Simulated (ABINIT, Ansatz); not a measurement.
# CsSnH3 (Pm-3m): zone-centre phonons, part 4 of 5

Aim: the zone-centre modes of CsSnH3 (Pm-3m).

ABINIT 10.8.3; DFT LDA, scalar-relativistic, plane waves, PseudoDojo norm-conserving pseudopotentials.

So far. Step 4 (Zone-centre response): The acoustic modes at Γ come out as far as 1.3 cm⁻¹ from zero, where they should vanish, a small numerical error. The lowest optical mode is imaginary, 1477i cm⁻¹, an instability at this level and on this k mesh. Step 5 (Zone-centre analysis): The rule moves no optical mode by more than 0.1 cm⁻¹. The relaxed cell has a = 4.347 Å (conventional setting).

The structure was built from a prototype and need not be the compound's stable phase.

### 6. Sum rules set otherwise (asr 0)

Without the rule the raw error of the acoustic modes shows.

File anaddb.abi:

```
ddb_filepath "gamma_DDB"
output_file "anaddb.abo"
outdata_prefix "anaddb"
asr 0
chneut 0
enunit 2
eivec 1
nph1l 1
qph1l 0.0 0.0 0.0 1.0
```

File mrgddb.in:

```
gamma_DDB
merged
2
dfpt_gammao_DDB
gso_DDB
```

The run is started by

```sh
mrgddb < mrgddb.in > mrgddb.log
OMP_NUM_THREADS=1 anaddb anaddb.abi > anaddb.log
```

anaddb.abo, the main output file:

```text
-outvars_anaddb: echo values of input variables ----------------------

 Miscellaneous information :
      enunit         2
       eivec         1
      chneut         0
 First list of wavevector (reduced coord.) :
       nph1l         1
       qph1l
                     0.00000000E+00  0.00000000E+00  0.00000000E+00    1.000E+00

================================================================================

 read the DDB information and perform some checks

  ==== Info on the Cryst% object ====
 Real(R)+Recip(G) space primitive vectors, cartesian coordinates (Bohr,Bohr^-1):
 R(1)=  8.2154742  0.0000000  0.0000000  G(1)=  0.1217215  0.0000000  0.0000000
 R(2)=  0.0000000  8.2154742  0.0000000  G(2)=  0.0000000  0.1217215  0.0000000
 R(3)=  0.0000000  0.0000000  8.2154742  G(3)=  0.0000000  0.0000000  0.1217215
 Unit cell volume ucvol=  5.5449535E+02 bohr^3
 Angles (23,13,12)=  9.00000000E+01  9.00000000E+01  9.00000000E+01 degrees
 Time-reversal symmetry is present
 Reduced atomic positions [iatom, xred, symbol]:
    1)    0.0000000  0.0000000  0.0000000  Cs
    2)    0.5000000  0.5000000  0.5000000  Sn
    3)    0.5000000  0.5000000  0.0000000   H
    4)    0.5000000  0.0000000  0.5000000   H
    5)    0.0000000  0.5000000  0.5000000   H

 DDB file with 3 blocks has been read.

================================================================================

 Treat the first list of vectors

  Phonon wavevector (reduced coordinates) :  0.00000  0.00000  0.00000
 Phonon energies in Hartree :
  -6.728733E-03 -6.728733E-03 -6.728733E-03  5.844200E-06  5.844200E-06
   5.844201E-06  4.089556E-04  4.089556E-04  4.089556E-04  2.821816E-03
   2.821816E-03  2.821816E-03  2.859457E-03  2.859457E-03  2.859457E-03
 Phonon energies in meV     :
- -1.830981E+02 -1.830981E+02 -1.830981E+02  1.590288E-01  1.590288E-01
-  1.590288E-01  1.112825E+01  1.112825E+01  1.112825E+01  7.678553E+01
-  7.678553E+01  7.678553E+01  7.780980E+01  7.780980E+01  7.780980E+01
 Phonon frequencies in cm-1    :
- -1.476786E+03 -1.476786E+03 -1.476786E+03  1.282654E+00  1.282654E+00
-  1.282654E+00  8.975537E+01  8.975537E+01  8.975537E+01  6.193170E+02
-  6.193170E+02  6.193170E+02  6.275783E+02  6.275783E+02  6.275783E+02
 Phonon frequencies in Thz     :
- -4.427294E+01 -4.427294E+01 -4.427294E+01  3.845299E-02  3.845299E-02
-  3.845300E-02  2.690798E+00  2.690798E+00  2.690798E+00  1.856666E+01
-  1.856666E+01  1.856666E+01  1.881433E+01  1.881433E+01  1.881433E+01
 Phonon energies in Kelvin  :
- -2.124766E+03 -2.124766E+03 -2.124766E+03  1.845452E+00  1.845453E+00
-  1.845453E+00  1.291380E+02  1.291380E+02  1.291380E+02  8.910590E+02
-  8.910590E+02  8.910590E+02  9.029452E+02  9.029452E+02  9.029452E+02

 Eigendisplacements
 (will be given, for each mode : in cartesian coordinates
   for each atom the real part of the displacement vector,
   then the imaginary part of the displacement vector - absolute values smaller than 1.0d-7 are set to zero)
  Mode number    1   Energy   -6.728733E-03
 Attention : low frequency mode.
   (Could be unstable or acoustic mode)
-  1  3.74523391E-05  0.00000000E+00  0.00000000E+00
-     0.00000000E+00  0.00000000E+00  0.00000000E+00
-  2  1.45613759E-04  0.00000000E+00  0.00000000E+00
-     0.00000000E+00  0.00000000E+00  0.00000000E+00
-  3  5.84571880E-04  0.00000000E+00  0.00000000E+00
-     0.00000000E+00  0.00000000E+00  0.00000000E+00
-  4  5.84571880E-04  1.25457120E-06  0.00000000E+00
-     0.00000000E+00  0.00000000E+00  0.00000000E+00
-  5 -2.32571036E-02  0.00000000E+00  0.00000000E+00
-     0.00000000E+00  0.00000000E+00  0.00000000E+00
  Mode number    2   Energy   -6.728733E-03
 Attention : low frequency mode.
   (Could be unstable or acoustic mode)
-  1  0.00000000E+00  3.74523391E-05  0.00000000E+00
-     0.00000000E+00  0.00000000E+00  0.00000000E+00
-  2  0.00000000E+00  1.45613759E-04  0.00000000E+00
-     0.00000000E+00  0.00000000E+00  0.00000000E+00
-  3  0.00000000E+00  5.84571880E-04  0.00000000E+00
-     0.00000000E+00  0.00000000E+00  0.00000000E+00
-  4  0.00000000E+00 -2.32571036E-02  0.00000000E+00
-     0.00000000E+00  0.00000000E+00  0.00000000E+00
-  5 -1.25457120E-06  5.84571880E-04  0.00000000E+00
-     0.00000000E+00  0.00000000E+00  0.00000000E+00
  Mode number    3   Energy   -6.728733E-03
 Attention : low frequency mode.
   (Could be unstable or acoustic mode)
-  1  0.00000000E+00  0.00000000E+00  3.74523392E-05
-     0.00000000E+00  0.00000000E+00  0.00000000E+00
-  2  0.00000000E+00  0.00000000E+00  1.45613760E-04
-     0.00000000E+00  0.00000000E+00  0.00000000E+00
-  3  0.00000000E+00  0.00000000E+00 -2.32571036E-02
-     0.00000000E+00  0.00000000E+00  0.00000000E+00
-  4  0.00000000E+00  0.00000000E+00  5.84571881E-04
-     0.00000000E+00  0.00000000E+00  0.00000000E+00
-  5  0.00000000E+00  0.00000000E+00  5.84571881E-04
-     0.00000000E+00  0.00000000E+00  0.00000000E+00
  Mode number    4   Energy    5.844200E-06
 Attention : low frequency mode.
   (Could be unstable or acoustic mode)
-  1  0.00000000E+00  0.00000000E+00 -1.46756986E-03
-     0.00000000E+00  0.00000000E+00  0.00000000E+00
-  2  0.00000000E+00  0.00000000E+00 -1.46798609E-03
-     0.00000000E+00  0.00000000E+00  0.00000000E+00
-  3  0.00000000E+00  0.00000000E+00 -1.46789714E-03
-     0.00000000E+00  0.00000000E+00  0.00000000E+00
-  4  0.00000000E+00  0.00000000E+00 -1.46786223E-03
-     0.00000000E+00  0.00000000E+00  0.00000000E+00
-  5  0.00000000E+00  0.00000000E+00 -1.46786223E-03
-     0.00000000E+00  0.00000000E+00  0.00000000E+00
  Mode number    5   Energy    5.844200E-06
 Attention : low frequency mode.
   (Could be unstable or acoustic mode)
-  1  0.00000000E+00 -1.46756986E-03  0.00000000E+00
-     0.00000000E+00  0.00000000E+00  0.00000000E+00
-  2  0.00000000E+00 -1.46798609E-03  0.00000000E+00
-     0.00000000E+00  0.00000000E+00  0.00000000E+00
-  3  0.00000000E+00 -1.46786223E-03  0.00000000E+00
-     0.00000000E+00  0.00000000E+00  0.00000000E+00
-  4  0.00000000E+00 -1.46789714E-03  0.00000000E+00
-     0.00000000E+00  0.00000000E+00  0.00000000E+00
-  5  0.00000000E+00 -1.46786223E-03  0.00000000E+00
-     0.00000000E+00  0.00000000E+00  0.00000000E+00
  Mode number    6   Energy    5.844201E-06
 Attention : low frequency mode.
   (Could be unstable or acoustic mode)
-  1  1.46756986E-03  0.00000000E+00  0.00000000E+00
-     0.00000000E+00  0.00000000E+00  0.00000000E+00
-  2  1.46798609E-03  0.00000000E+00  0.00000000E+00
-     0.00000000E+00  0.00000000E+00  0.00000000E+00
-  3  1.46786223E-03  0.00000000E+00  0.00000000E+00
-     0.00000000E+00  0.00000000E+00  0.00000000E+00
-  4  1.46786223E-03  0.00000000E+00  0.00000000E+00
-     0.00000000E+00  0.00000000E+00  0.00000000E+00
-  5  1.46789714E-03  0.00000000E+00  0.00000000E+00
-     0.00000000E+00  0.00000000E+00  0.00000000E+00
  Mode number    7   Energy    4.089556E-04
-  1  0.00000000E+00  0.00000000E+00  1.40286482E-03
-     0.00000000E+00  0.00000000E+00  0.00000000E+00
-  2  0.00000000E+00  0.00000000E+00 -1.54950559E-03
-     0.00000000E+00  0.00000000E+00  0.00000000E+00
-  3  0.00000000E+00  0.00000000E+00 -8.83692350E-04
-     0.00000000E+00  0.00000000E+00  0.00000000E+00
-  4  0.00000000E+00  0.00000000E+00 -7.75421241E-04
-     0.00000000E+00  0.00000000E+00  0.00000000E+00
-  5  0.00000000E+00  0.00000000E+00 -7.75421241E-04
-     0.00000000E+00  0.00000000E+00  0.00000000E+00
  Mode number    8   Energy    4.089556E-04
-  1  3.28079748E-07  1.40286478E-03  0.00000000E+00
-     0.00000000E+00  0.00000000E+00  0.00000000E+00
-  2 -3.62373762E-07 -1.54950554E-03  0.00000000E+00
-     0.00000000E+00  0.00000000E+00  0.00000000E+00
-  3 -1.81343207E-07 -7.75421220E-04  0.00000000E+00
-     0.00000000E+00  0.00000000E+00  0.00000000E+00
-  4 -1.81343207E-07 -8.83692326E-04  0.00000000E+00
-     0.00000000E+00  0.00000000E+00  0.00000000E+00
-  5 -2.06663935E-07 -7.75421220E-04  0.00000000E+00
-     0.00000000E+00  0.00000000E+00  0.00000000E+00
  Mode number    9   Energy    4.089556E-04
-  1  1.40286478E-03 -3.28079596E-07  0.00000000E+00
-     0.00000000E+00  0.00000000E+00  0.00000000E+00
-  2 -1.54950554E-03  3.62373595E-07  0.00000000E+00
-     0.00000000E+00  0.00000000E+00  0.00000000E+00
-  3 -7.75421220E-04  1.81343124E-07  0.00000000E+00
-     0.00000000E+00  0.00000000E+00  0.00000000E+00
-  4 -7.75421220E-04  2.06663840E-07  0.00000000E+00
-     0.00000000E+00  0.00000000E+00  0.00000000E+00
-  5 -8.83692326E-04  1.81343124E-07  0.00000000E+00
-     0.00000000E+00  0.00000000E+00  0.00000000E+00
  Mode number   10   Energy    2.821816E-03
-  1  0.00000000E+00  0.00000000E+00  0.00000000E+00
-     0.00000000E+00  0.00000000E+00  0.00000000E+00
-  2  0.00000000E+00  0.00000000E+00  0.00000000E+00
-     0.00000000E+00  0.00000000E+00  0.00000000E+00
-  3  0.00000000E+00  4.23744419E-07  0.00000000E+00
-     0.00000000E+00  0.00000000E+00  0.00000000E+00
-  4  0.00000000E+00  0.00000000E+00 -1.64963404E-02
-     0.00000000E+00  0.00000000E+00  0.00000000E+00
-  5  0.00000000E+00 -4.23744419E-07  1.64963404E-02
-     0.00000000E+00  0.00000000E+00  0.00000000E+00
  Mode number   11   Energy    2.821816E-03
-  1  0.00000000E+00  0.00000000E+00  0.00000000E+00
-     0.00000000E+00  0.00000000E+00  0.00000000E+00
-  2  0.00000000E+00  0.00000000E+00  0.00000000E+00
-     0.00000000E+00  0.00000000E+00  0.00000000E+00
-  3  1.49510312E-06  1.64963404E-02  0.00000000E+00
-     0.00000000E+00  0.00000000E+00  0.00000000E+00
-  4 -1.49510313E-06  0.00000000E+00  4.23745018E-07
-     0.00000000E+00  0.00000000E+00  0.00000000E+00
-  5  0.00000000E+00 -1.64963404E-02 -4.23745018E-07
-     0.00000000E+00  0.00000000E+00  0.00000000E+00
  Mode number   12   Energy    2.821816E-03
-  1  0.00000000E+00  0.00000000E+00  0.00000000E+00
-     0.00000000E+00  0.00000000E+00  0.00000000E+00
-  2  0.00000000E+00  0.00000000E+00  0.00000000E+00
-     0.00000000E+00  0.00000000E+00  0.00000000E+00
-  3  1.64963404E-02 -1.49510329E-06  0.00000000E+00
-     0.00000000E+00  0.00000000E+00  0.00000000E+00
-  4 -1.64963404E-02  0.00000000E+00  0.00000000E+00
-     0.00000000E+00  0.00000000E+00  0.00000000E+00
-  5  0.00000000E+00  1.49510329E-06  0.00000000E+00
-     0.00000000E+00  0.00000000E+00  0.00000000E+00
  Mode number   13   Energy    2.859457E-03
-  1  0.00000000E+00  0.00000000E+00  6.63492626E-05
-     0.00000000E+00  0.00000000E+00  0.00000000E+00
-  2  0.00000000E+00  0.00000000E+00  2.09816124E-04
-     0.00000000E+00  0.00000000E+00  0.00000000E+00
-  3  0.00000000E+00  0.00000000E+00 -6.55738558E-04
-     0.00000000E+00  0.00000000E+00  0.00000000E+00
-  4  0.00000000E+00  0.00000000E+00 -1.64021836E-02
-     0.00000000E+00  0.00000000E+00  0.00000000E+00
-  5  0.00000000E+00  0.00000000E+00 -1.64021836E-02
-     0.00000000E+00  0.00000000E+00  0.00000000E+00
  Mode number   14   Energy    2.859457E-03
-  1  0.00000000E+00  6.63492625E-05  0.00000000E+00
-     0.00000000E+00  0.00000000E+00  0.00000000E+00
-  2  0.00000000E+00  2.09816124E-04  0.00000000E+00
-     0.00000000E+00  0.00000000E+00  0.00000000E+00
-  3 -8.08851669E-07 -1.64021836E-02  0.00000000E+00
-     0.00000000E+00  0.00000000E+00  0.00000000E+00
-  4 -8.08851668E-07 -6.55738557E-04  0.00000000E+00
-     0.00000000E+00  0.00000000E+00  0.00000000E+00
-  5  0.00000000E+00 -1.64021836E-02  0.00000000E+00
-     0.00000000E+00  0.00000000E+00  0.00000000E+00
  Mode number   15   Energy    2.859457E-03
-  1  6.63492625E-05  0.00000000E+00  0.00000000E+00
-     0.00000000E+00  0.00000000E+00  0.00000000E+00
-  2  2.09816124E-04  0.00000000E+00  0.00000000E+00
-     0.00000000E+00  0.00000000E+00  0.00000000E+00
-  3 -1.64021836E-02  8.08851669E-07  0.00000000E+00
-     0.00000000E+00  0.00000000E+00  0.00000000E+00
-  4 -1.64021836E-02  0.00000000E+00  0.00000000E+00
-     0.00000000E+00  0.00000000E+00  0.00000000E+00
-  5 -6.55738557E-04  8.08851669E-07  0.00000000E+00
-     0.00000000E+00  0.00000000E+00  0.00000000E+00

 Analysis of degeneracies and characters (maximum tolerance=1.00E-06 a.u.)
 For each vibration mode, or group of modes if degenerate,
 the characters are given for each symmetry operation (see the list in the log file).
 Symmetry characters of vibration mode #   1
       degenerate with vibration modes #   2 to    3
  3.0 -3.0 -1.0  1.0 -1.0  1.0 -1.0  1.0  1.0 -1.0 -1.0  1.0  1.0 -1.0 -1.0  1.0
  0.0 -0.0 -0.0  0.0 -0.0  0.0  0.0 -0.0  1.0 -1.0 -1.0  1.0 -1.0  1.0  1.0 -1.0
  0.0 -0.0 -0.0  0.0  0.0 -0.0 -0.0  0.0  1.0 -1.0  1.0 -1.0 -1.0  1.0 -1.0  1.0
 Symmetry characters of vibration mode #   4
       degenerate with vibration modes #   5 to    6
  3.0 -3.0 -1.0  1.0 -1.0  1.0 -1.0  1.0  1.0 -1.0 -1.0  1.0  1.0 -1.0 -1.0  1.0
  0.0 -0.0  0.0 -0.0 -0.0  0.0 -0.0  0.0  1.0 -1.0 -1.0  1.0 -1.0  1.0  1.0 -1.0
  0.0 -0.0 -0.0  0.0 -0.0  0.0  0.0 -0.0  1.0 -1.0  1.0 -1.0 -1.0  1.0 -1.0  1.0
 Symmetry characters of vibration mode #   7
       degenerate with vibration modes #   8 to    9
  3.0 -3.0 -1.0  1.0 -1.0  1.0 -1.0  1.0  1.0 -1.0 -1.0  1.0  1.0 -1.0 -1.0  1.0
 -0.0  0.0 -0.0  0.0  0.0 -0.0  0.0 -0.0  1.0 -1.0 -1.0  1.0 -1.0  1.0  1.0 -1.0
 -0.0  0.0  0.0 -0.0  0.0 -0.0 -0.0  0.0  1.0 -1.0  1.0 -1.0 -1.0  1.0 -1.0  1.0
 Symmetry characters of vibration mode #  10
       degenerate with vibration modes #  11 to   12
  3.0 -3.0 -1.0  1.0 -1.0  1.0 -1.0  1.0 -1.0  1.0  1.0 -1.0 -1.0  1.0  1.0 -1.0
 -0.0  0.0  0.0 -0.0 -0.0  0.0  0.0 -0.0 -1.0  1.0  1.0 -1.0  1.0 -1.0 -1.0  1.0
 -0.0  0.0 -0.0  0.0  0.0 -0.0  0.0 -0.0 -1.0  1.0 -1.0  1.0  1.0 -1.0  1.0 -1.0
 Symmetry characters of vibration mode #  13
       degenerate with vibration modes #  14 to   15
  3.0 -3.0 -1.0  1.0 -1.0  1.0 -1.0  1.0  1.0 -1.0 -1.0  1.0  1.0 -1.0 -1.0  1.0
 -0.0  0.0 -0.0  0.0  0.0 -0.0  0.0 -0.0  1.0 -1.0 -1.0  1.0 -1.0  1.0  1.0 -1.0
 -0.0  0.0  0.0 -0.0  0.0 -0.0 -0.0  0.0  1.0 -1.0  1.0 -1.0 -1.0  1.0 -1.0  1.0
-
```

The job ended after 0.49 s (1 thread of Arm Neoverse V2, shared host).

Zone-centre frequencies as printed; negative means imaginary. Modes:

| mode | frequency (cm⁻¹) |
| --- | --- |
| 1 | -1477 |
| 2 | -1477 |
| 3 | -1477 |
| 4 | 1.28 |
| 5 | 1.28 |
| 6 | 1.28 |
| 7 | 89.76 |
| 8 | 89.76 |
| 9 | 89.76 |
| 10 | 619.3 |
| 11 | 619.3 |
| 12 | 619.3 |
| 13 | 627.6 |
| 14 | 627.6 |
| 15 | 627.6 |

(Part 4 of 5 ends here.)

[Host names and launcher messages were left out of these logs when they were recorded.]

[Logs are printed without paths, hosts, clocks, repeated set-up lines and the standing remarks that a program may print on its own settings, such as how far it seeks lower states.]

[Hosts, paths, dates, database ids (printed as entryN), source tags and the programs' standing remarks are cut or masked in the printed files.]
